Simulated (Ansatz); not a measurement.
**GeN (hypothetical, Fm-3m): phonons against volume**

Aim: how the vibrations of GeN (hypothetical) shift with volume, and the expansion that follows. The crystal structure is hypothetical: it was made by swapping elements on a known structure type.

Method: DFT PBE, scalar-relativistic, plane waves, PAW, in Ansatz 0.2.0.

## (1) Set-up

The structure is cubic, space group Fm-3m (No. 225). Conventional cell: a = 4.664 Å, b = 4.664 Å, c = 4.664 Å, α = 90.00°, β = 90.00°, γ = 90.00°. Nearest to Ge lie 6 N at 2.33 Å. Nearest to N lie 6 Ge at 2.33 Å. Farther neighbours and most contacts between anions are not listed.

## (2) A first coarse run

Before spending time, one coarse run tells the gap and the pressure of the starting cell.

input.yaml

```yaml
crystal:
  lattice:
    - [0.0, 2.33198, 2.33198]
    - [2.33198, 0.0, 2.33198]
    - [2.33198, 2.33198, 0.0]
  atoms:
    - { symbol: Ge, position: [0.0, 0.0, 0.0] }
    - { symbol: "N", position: [0.5, 0.5, 0.5] }
kpoints:
  mp_grid: { grid: [6, 6, 6] }
hamiltonian:
  xc: pbe
scf:
  occupations: { method: gaussian, width: 0.1 }
output:
  forces: true
  stress: true
  eigenvalues: true
```

On the command line:

```sh
$ ansatz run input.yaml --threads 4 --pin off --max-ram 8192MiB --backend cpu --events-out ev --progress --plain --runs-dir out
```

Numbers of over 12 decimals in the logs are rounded to 6 here.

The log of the run:

```text
Engine: ansatz 0.2.0, aarch64-unknown-linux-gnu
Pseudopotentials: kind: paw
Pseudopotential: Ge, paw, valence charge 14, recommended cutoff 420 eV (normal), Ge.paw.azcp
Pseudopotential: N, paw, valence charge 5, recommended cutoff 420 eV (normal), N.paw.azcp
Functional definition: PBE
  parameter kappa = 0.804
  parameter beta = 0.066725
  exchange = pbe_x(kappa = kappa, mu = beta*pi^2/3)
  correlation = pbe_c(beta = beta)
Crystal: 2 atoms, lattice volume = 25.363 Å³
Basis set: ecut = 420 eV, 531 PW (Γ), exchange–correlation on 48×48×48 points (8 copies of the dense FFT grid, shifted against one another)
Bands: 14, of which v1, the nominal top of the filled ones, is band 10 counted from 1 (9 counted from 0)
Symmetry: 48 space group operations
Space group: Fm-3m (ITA 225), of the structure as read, at distance tolerance 2.9e-5 Å
k-points: 16 of 216
Non-local potential: Ge, projectors of the file, l = 0: 2, l = 1: 2, l = 2: 3, l = 3: 1
Non-local potential: N, projectors of the file, l = 0: 2, l = 1: 2, l = 2: 1
PAW form: soft (Blöchl's): semilocal exchange-correlation on the pseudo side does not see the compensation charge
PAW one-centre angular grid: Ge, 590 points (default); XC on 64 Gauss nodes
PAW one-centre angular grid: N, 110 points (default); XC on 64 Gauss nodes
Initial density: superposition of atomic densities (neutral atoms: chi_scale 0, normalization atom), corrected by the library's trained network
Initial wavefunctions: pseudopotential atomic-orbital guess
Functional: x = pbe(κ = 0.804, μ = 0.219515), c = pbe(β = 0.066725)
SCF iter   1: F=—  HF=-4677.426496 eV  |F-HF|=—  |Δ(HF+E_count)|=         —  Δρ=1.19e-3  dr2=2.15e-4  ethr=1.77e-3  ⟨swp⟩=5.1  Hψ=1051  notcnv=0
preconditioner: auto → none  [metal: Δε(μ)=0.026 eV  Ē_g=22.272 eV  σ=0.100 eV  W_gap=0.14  n_scr=8 (ndim 8)  ℏωp=32.1 eV  f_vac=0.000  D(μ)=1.90/eV (n_scr^D=14)  sad-step TF]
SCF iter   2: F=—  HF=-4677.426291 eV  |F-HF|=—  |Δ(HF+E_count)|=   2.06e-4  Δρ=7.54e-4  dr2=9.95e-5  ethr=1.13e-6  ⟨swp⟩=2.1  Hψ=428  notcnv=0
SCF iter   3: F=—  HF=-4677.426337 eV  |F-HF|=—  |Δ(HF+E_count)|=   4.65e-5  Δρ=1.23e-4  dr2=3.69e-6  ethr=5.24e-7  ⟨swp⟩=2.4  Hψ=294  notcnv=0
SCF iter   4: F=—  HF=-4677.426335 eV  |F-HF|=—  |Δ(HF+E_count)|=   2.21e-6  Δρ=5.39e-5  dr2=5.55e-7  ethr=1.94e-8  ⟨swp⟩=2.1  Hψ=360  notcnv=0
iter 5 did not close the SCF: its close was put off for the readings that it lacked (scf_convergence_deferred on its scf_iter line)
SCF iter   5: F=-4677.426335 eV  HF=-4677.426335 eV  |F-HF|=5.12e-8  |Δ(HF+E_count)|=   1.98e-7  Δρ=1.23e-5  dr2=9.20e-9  ethr=2.92e-9  ⟨swp⟩=2.0  Hψ=368  notcnv=0
SCF iter   6: F=-4677.426335 eV  HF=-4677.426335 eV  |F-HF|=8.46e-10  |Δ(HF+E_count)|=   5.32e-8  Δρ=1.54e-6  dr2=1.95e-10  ethr=4.84e-11  ⟨swp⟩=2.2  Hψ=651  notcnv=0
SCF 1 converged in 6 iterations: F = -4677.426335 eV  dr2 = 1.95e-10
  greatest PAW one-centre occupation: 0.999 electrons in one spin orbital (limit 2), on the Ge atom at site 0 (counted from 0), in its partial waves of l = 2
SCF converged after 6 iterations
Free energy (F): -4677.426335 eV
Harris-Foulkes:  -4677.426335 eV  (|F-HF|=8.46e-10)
Internal energy: -4677.416772 eV  (E = F + TS)
E sigma→0 (E₀):  -4677.421553 eV
Entropy (-TS):   -0.009564 eV (-4.782 meV/atom)
Fermi energy:    10.937262 eV
--- Per-component energies (eV) ---
  E_band       = -105.073688
  E_kinetic    = 234.024227
  E_local      = -2255.770277  (includes V_loc(G=0)·N_el)
  E_nonlocal   = 461.700157
  E_hartree    = 959.348546
  E_xc         = -133.835341
  E_vxc        = -138.494020  (∫ρ·V_xc dr)
  E_paw        = -2143.195951  (= ΣΔE_a)
  E_vpaw       = -325.231461  (= ΣTr[D̂ρ^β])
  E_aug_tail   = 0.000679  (compensation charges beyond the density's cutoff)
  E_ewald      = -1799.688811
  E_smearing   = -0.009564  (= −TS)
  E_closure    = 0.000000  (closes the sum)
  Σ components = -4677.426335   (vs F -4677.426335, Δ=0.00e0)
--- Forces (eV/Å), atoms counted from 1 ---
  atom   1  Ge    -0.00000000    -0.00000000     0.00000000
  atom   2  N      0.00000000    -0.00000000     0.00000000
  max |Σ_I F_I| component: 8.55e-30 eV/Å
--- Stress (GPa, compression-positive) ---
      -13.602878      -0.000000       0.000000
        0.000000     -13.602878      -0.000000
       -0.000000       0.000000     -13.602878
  P = ⅓ Tr σ = -13.6029 GPa (-136.029 kbar)
--- Band table (eV; the first three rows and the last of 16) ---
  k-point 0: bands = [... 6 lower, 6.9707, 8.8624, 8.8624, 8.8624, 18.8887, 18.8887, 18.8887, 21.4593]
  k-point 1: bands = [... 6 lower, 5.0630, 8.8652, 8.8652, 10.2456, 16.6801, 17.4326, 17.4326, 21.0743]
  k-point 2: bands = [... 6 lower, 2.4265, 8.9159, 8.9159, 11.4447, 14.4513, 15.5567, 15.5567, 21.4529]
  k-point 15: bands = [... 6 lower, 3.6711, 4.2513, 5.7544, 9.9822, 16.1251, 16.7690, 17.5404, 20.8086]
```

Run time: 0.25 s. Hardware: 4 threads of Arm Neoverse V2, shared host; peak memory 0.26 GiB.

In the SCF lines HF is the Harris–Foulkes energy and dr2 the Hartree energy of the density residual, in eV; the loop may stop once dr2 is under the threshold and the program's other checks hold. Hψ counts applications of the Hamiltonian.

This run has no spin polarisation although its electron count is odd.

This step gave:

```yaml
pressure: -13.60 GPa
volume_per_atom: 12.68 Å³
gap_on_the_k_mesh: 0 eV
```

The start is under -14 GPa at this level and looks like a metal on this mesh.

## (3) A loose first relaxation

The start is far from rest, so a relaxation with loose thresholds first brings it near the minimum.

input.yaml: that of step 2 with these lines changed.

```diff
@@ -9,3 +9,3 @@
 kpoints:
-  mp_grid: { grid: [6, 6, 6] }
+  mp_grid: { grid: [8, 8, 8] }
 hamiltonian:
@@ -18 +18,6 @@
   eigenvalues: true
+relax:
+  adjacent_minimum: "off"
+  f_tol: 0.05
+  max_steps: 80
+  cell: { stress_tol: 0.5 }
```

The log of the run:

```text
[...]
Crystal: 2 atoms, lattice volume = 25.363 Å³
Basis set: ecut = 420 eV, 531 PW (Γ), exchange–correlation on 48×48×48 points (8 copies of the dense FFT grid, shifted against one another)
Bands: 14, of which v1, the nominal top of the filled ones, is band 10 counted from 1 (9 counted from 0)
Symmetry: 48 space group operations
[...]
k-points: 29 of 512
[...]
SCF iter   1: F=—  HF=-4677.490541 eV  |F-HF|=—  |Δ(HF+E_count)|=         —  Δρ=1.21e-3  dr2=2.76e-4  ethr=1.77e-3  ⟨swp⟩=5.0  Hψ=1875  notcnv=0
[...]
SCF iter   6: F=-4677.490402 eV  HF=-4677.490402 eV  |F-HF|=1.06e-10  |Δ(HF+E_count)|=   3.59e-9  Δρ=1.59e-6  dr2=6.06e-10  ethr=8.19e-11  ⟨swp⟩=1.6  Hψ=1282  notcnv=0
SCF 1 converged in 6 iterations: F = -4677.490402 eV  dr2 = 6.06e-10
[...]
relax step   1: F+E_penalty+E_count = -4677.49040152 eV  Δ(F+E_penalty+E_count) = +0.000e0 eV  max|allowed force component| = 4.109e-30 eV/Å  Δτ_max = 0.0000 Å  P = -13.973 GPa  Ω = 25.363 Å³  (6 SCF iters, dr2 threshold 1.00e-7 eV, accepted)
Crystal: 2 atoms, lattice volume = 22.744 Å³
Basis set: ecut = 420 eV, 459 PW (Γ), exchange–correlation on 48×48×48 points (8 copies of the dense FFT grid, shifted against one another)
[...]
iter 1 solved again at ethr=2.25e-4 eV; its pass at ethr=3.10e-3 eV (dr2=4.28e-2 eV) is discarded
[...]
SCF iter   6: F=-4677.626133 eV  HF=-4677.626133 eV  |F-HF|=1.26e-9  |Δ(HF+E_count)|=   1.78e-8  Δρ=2.89e-6  dr2=6.71e-10  ethr=8.18e-11  ⟨swp⟩=1.3  Hψ=1209  notcnv=0
SCF 2 converged in 6 iterations: F = -4677.626133 eV  dr2 = 6.71e-10
relax step   2: F+E_penalty+E_count = -4677.62613258 eV  Δ(F+E_penalty+E_count) = -1.357e-1 eV  max|allowed force component| = 2.235e-30 eV/Å  Δτ_max = 0.0000 Å  P = -0.526 GPa  Ω = 22.744 Å³  energy of the carried Pulay correction = +5.881e-3 eV  (6 SCF iters, dr2 threshold 2.00e-7 eV, accepted)
Crystal: 2 atoms, lattice volume = 22.653 Å³
[...]
SCF iter   6: F=-4677.626469 eV  HF=-4677.626469 eV  |F-HF|=1.82e-12  |Δ(HF+E_count)|=  2.36e-11  Δρ=1.21e-7  dr2=1.13e-12  ethr=1.00e-12  ⟨swp⟩=1.0  Hψ=929  notcnv=0
SCF 3 converged in 6 iterations: F = -4677.626469 eV  dr2 = 1.13e-12
relax step   3: F+E_penalty+E_count = -4677.62646856 eV  Δ(F+E_penalty+E_count) = -3.360e-4 eV  max|allowed force component| = 3.616e-30 eV/Å  Δτ_max = 0.0000 Å  P = +0.112 GPa  Ω = 22.653 Å³  energy of the carried Pulay correction = +6.098e-3 eV  (6 SCF iters, dr2 threshold 2.00e-7 eV, accepted)
[...]
SCF iter   6: F=-4677.622560 eV  HF=-4677.622560 eV  |F-HF|=0.00e0  |Δ(HF+E_count)|=  1.73e-11  Δρ=3.35e-8  dr2=1.11e-13  ethr=1.00e-12  ⟨swp⟩=2.0  Hψ=1029  notcnv=0
SCF 4 converged in 6 iterations: F = -4677.622560 eV  dr2 = 1.11e-13
relax step   4: F+E_penalty+E_count = -4677.62256030 eV  Δ(F+E_penalty+E_count) = +3.908e-3 eV  max|allowed force component| = 1.824e-30 eV/Å  Δτ_max = 0.0000 Å  P = -0.111 GPa  Ω = 22.653 Å³  stress off target by 1.11e-1 GPa  SCF on the basis re-selected at this cell (its energy is not comparable with the rows above)  (6 SCF iters)
basis re-selected at this cell: Δ(F+E_penalty+E_count) = +3.908e-3 eV, ΔP = -0.224 GPa vs the last step (what re-selecting the basis moved, of the pressure what is left beyond the Pulay correction that the steps carried, after the strain that the cell walked since its last selection, with what the two solves' SCF thresholds leave and, on support functions, any second-order correction that the steps lacked; it is no m [...]
SCF converged after 6 iterations
Free energy (F): -4677.622560 eV
[...]
Internal energy: -4677.617000 eV  (E = F + TS)
E sigma→0 (E₀):  -4677.619780 eV
Entropy (-TS):   -0.005560 eV (-2.780 meV/atom)
Fermi energy:    13.361295 eV
[...]
--- Stress (GPa, compression-positive) ---
       -0.111463      -0.000000      -0.000000
       -0.000000      -0.111463       0.000000
       -0.000000      -0.000000      -0.111463
  P = ⅓ Tr σ = -0.1115 GPa (-1.115 kbar)
--- Band table (eV; the first three rows and the last of 29) ---
  k-point 0: bands = [... 6 lower, 9.6702, 10.4203, 10.4203, 10.4203, 21.7834, 21.7834, 21.7834, 23.5826]
  k-point 1: bands = [... 6 lower, 7.7602, 10.4175, 10.4175, 11.9727, 19.9417, 20.6065, 20.6065, 23.4276]
  k-point 2: bands = [... 6 lower, 5.3730, 10.4324, 10.4324, 13.2673, 17.8549, 18.8232, 18.8232, 23.4490]
  k-point 28: bands = [... 6 lower, 4.9177, 6.0015, 6.0015, 13.3496, 17.3513, 19.5583, 19.5583, 25.9074]
--- Relaxed structure (3 steps of the walk, 3 accepted, 1 SCFs on fresh bases) ---
  F+E_penalty+E_count = -4677.62256030 eV   max|allowed force component| = 1.824e-30 eV/Å   (the final SCF, on the basis selected at the relaxed cell)
  cell:  # Å, volume = 22.6526 Å³
    - [0, 2.245758, 2.245758]
    - [2.245758, 0, 2.245758]
    - [2.245758, 2.245758, 0]
  atoms:
    - { symbol: Ge, position: [0, 0, 0] }
    - { symbol: N, position: [0.5, 0.5, 0.5] }
```

Wall time 1.1 s (4 threads); peak memory 0.28 GiB; 3.2 s of CPU time.

Relaxation path:

| step | energy less that of the first step (eV) | largest force component (eV/Å) | pressure (GPa) | volume (Å³) |
| --- | --- | --- | --- | --- |
| 1 | 0.0000 | 0.0000 | -13.97 | 25.36 |
| 2 | -0.1357 | 0.0000 | -0.53 | 22.74 |
| 3 | -0.1361 | 0.0000 | 0.11 | 22.65 |
| 4* | -0.1322 | 0.0000 | -0.11 | 22.65 |

Relaxation steps marked * repeat the geometry before them on a plane-wave basis chosen anew for their cell, so energy and pressure can jump there.

The run keeps the 48 symmetry operations that it works with, so distortions that break them were not tested.

| conventional cell, symmetrised | before | after | change |
| --- | --- | --- | --- |
| a (Å) | 4.664 | 4.492 | -3.7 % |
| b (Å) | 4.664 | 4.492 | -3.7 % |
| c (Å) | 4.664 | 4.492 | -3.7 % |
| volume (Å³/atom) | 12.68 | 11.33 | -10.7 % |

The relaxed structure:

```xyz
2
Lattice="0.0000 2.2458 2.2458 2.2458 0.0000 2.2458 2.2458 2.2458 0.0000" Properties=species:S:1:pos:R:3 pbc="T T T"
Ge    0.0000    0.0000    0.0000
N     2.2458    2.2458    2.2458
```

Numbers from this step:

```
pressure        : -0.1115 GPa
volume per atom : 11.33 Å³
```

The relaxation ends with a pressure of -0.11 GPa.

## (4) Relaxation

The vibrations must be taken about the equilibrium of this functional, not about the starting cell, so the structure is relaxed.

input.yaml, the sections that differ from step 3:

```yaml
crystal:
  lattice:
    - [0.0, 2.2457576898, 2.2457576898]
    - [2.2457576898, 0.0, 2.2457576898]
    - [2.2457576898, 2.2457576898, 0.0]
  atoms:
    - { symbol: Ge, position: [0.0, 0.0, 0.0] }
    - { symbol: "N", position: [0.5, 0.5, 0.5] }
kpoints:
  mp_grid: { grid: [16, 16, 16] }
relax:
  adjacent_minimum: "off"
  f_tol: 0.005
  max_steps: 80
  cell: { stress_tol: 0.05 }
# hamiltonian, scf, output: as in step 3
```

The log of the run:

```text
[...]
Crystal: 2 atoms, lattice volume = 22.653 Å³
Basis set: ecut = 420 eV, 459 PW (Γ), exchange–correlation on 48×48×48 points (8 copies of the dense FFT grid, shifted against one another)
Bands: 14, of which v1, the nominal top of the filled ones, is band 10 counted from 1 (9 counted from 0)
Symmetry: 48 space group operations
[...]
k-points: 145 of 4096
[...]
k-point 144: bands = [... 6 lower, 4.9485, 6.0169, 6.0169, 13.3807, 17.3995, 19.5942, 19.5942, 25.9596]
--- Relaxed structure (3 steps of the walk, 3 accepted, 1 SCFs on fresh bases) ---
[...]
cell:  # Å, volume = 22.6100 Å³
    - [0, 2.244347, 2.244347]
    - [2.244347, 0, 2.244347]
    - [2.244347, 2.244347, 0]
  atoms:
    - { symbol: Ge, position: [0, 0, 0] }
    - { symbol: N, position: [0.500000, 0.500000, 0.500000] }
[key lines of the parts left out:]
SCF converged after 8 iterations
Free energy (F): -4677.626819 eV
Fermi energy:    13.226196 eV
P = ⅓ Tr σ = -0.0062 GPa (-0.062 kbar)
```

It took 2.9 s on 4 threads; peak memory 0.35 GiB.

Little changed from the start: no atom moved by 0.005 Å and no cell edge by 0.1 %.

This step gave:

```
pressure        : -0.006237 GPa
volume per atom : 11.30 Å³
```

## (5) Relaxing to small residual forces and stress

The relaxation is repeated with tighter thresholds on force and stress, since phonons are sensitive to what is left; a change of mesh or smearing in the input moves the cell too.

input.yaml, the sections that differ from step 4:

```yaml
crystal:
  lattice:
    - [0.0, 2.244346698, 2.244346698]
    - [2.244346698, 0.0, 2.244346698]
    - [2.244346698, 2.244346698, 0.0]
  atoms:
    - { symbol: Ge, position: [0.0, 0.0, 0.0] }
    - { symbol: "N", position: [0.5, 0.5, 0.5] }
scf:
  occupations: { method: methfessel_paxton, width: 0.15 }
relax:
  adjacent_minimum: "off"
  f_tol: 0.001
  max_steps: 60
  cell: { stress_tol: 0.01 }
# kpoints, hamiltonian, output: as in step 4
```

The log of the run:

```text
[...]
Crystal: 2 atoms, lattice volume = 22.610 Å³
Basis set: ecut = 420 eV, 459 PW (Γ), exchange–correlation on 48×48×48 points (8 copies of the dense FFT grid, shifted against one another)
Bands: 14, of which v1, the nominal top of the filled ones, is band 10 counted from 1 (9 counted from 0)
Symmetry: 48 space group operations
[...]
k-points: 145 of 4096
[...]
k-point 144: bands = [... 6 lower, 4.9506, 6.0182, 6.0182, 13.3835, 17.4029, 19.5971, 19.5971, 25.9632]
--- Relaxed structure (2 steps of the walk, 2 accepted, 1 SCFs on fresh bases) ---
[...]
cell:  # Å, volume = 22.6066 Å³
    - [0, 2.244237, 2.244237]
    - [2.244237, 0, 2.244237]
    - [2.244237, 2.244237, 0]
  atoms:
    - { symbol: Ge, position: [0, 0, 0] }
    - { symbol: N, position: [0.5, 0.5, 0.5] }
[key lines of the parts left out:]
SCF converged after 5 iterations
Free energy (F): -4677.625211 eV
Fermi energy:    13.232905 eV
P = ⅓ Tr σ = -0.0056 GPa (-0.056 kbar)
```

It took 2 s on 4 threads; peak memory 0.35 GiB.

Little changed from the start: no atom moved by 0.005 Å and no cell edge by 0.1 %.

Numbers from this step:

| Item | Value |
| --- | --- |
| pressure | -0.005649 GPa |

The residual pressure is -0.0056 GPa, small enough for phonons.

[end of part 1 of 3]

[Logs are printed without paths, hosts, clocks, repeated set-up lines and the standing remarks that a program may print on its own settings, such as how far it seeks lower states.]

[Hosts, paths, dates, database ids (printed as entryN), source tags and the programs' standing remarks are cut or masked in the printed files.]

[A step with changed settings may run another functional than the one named; its input shows which.]

[Of the runs on displaced cells, only some may be shown.]
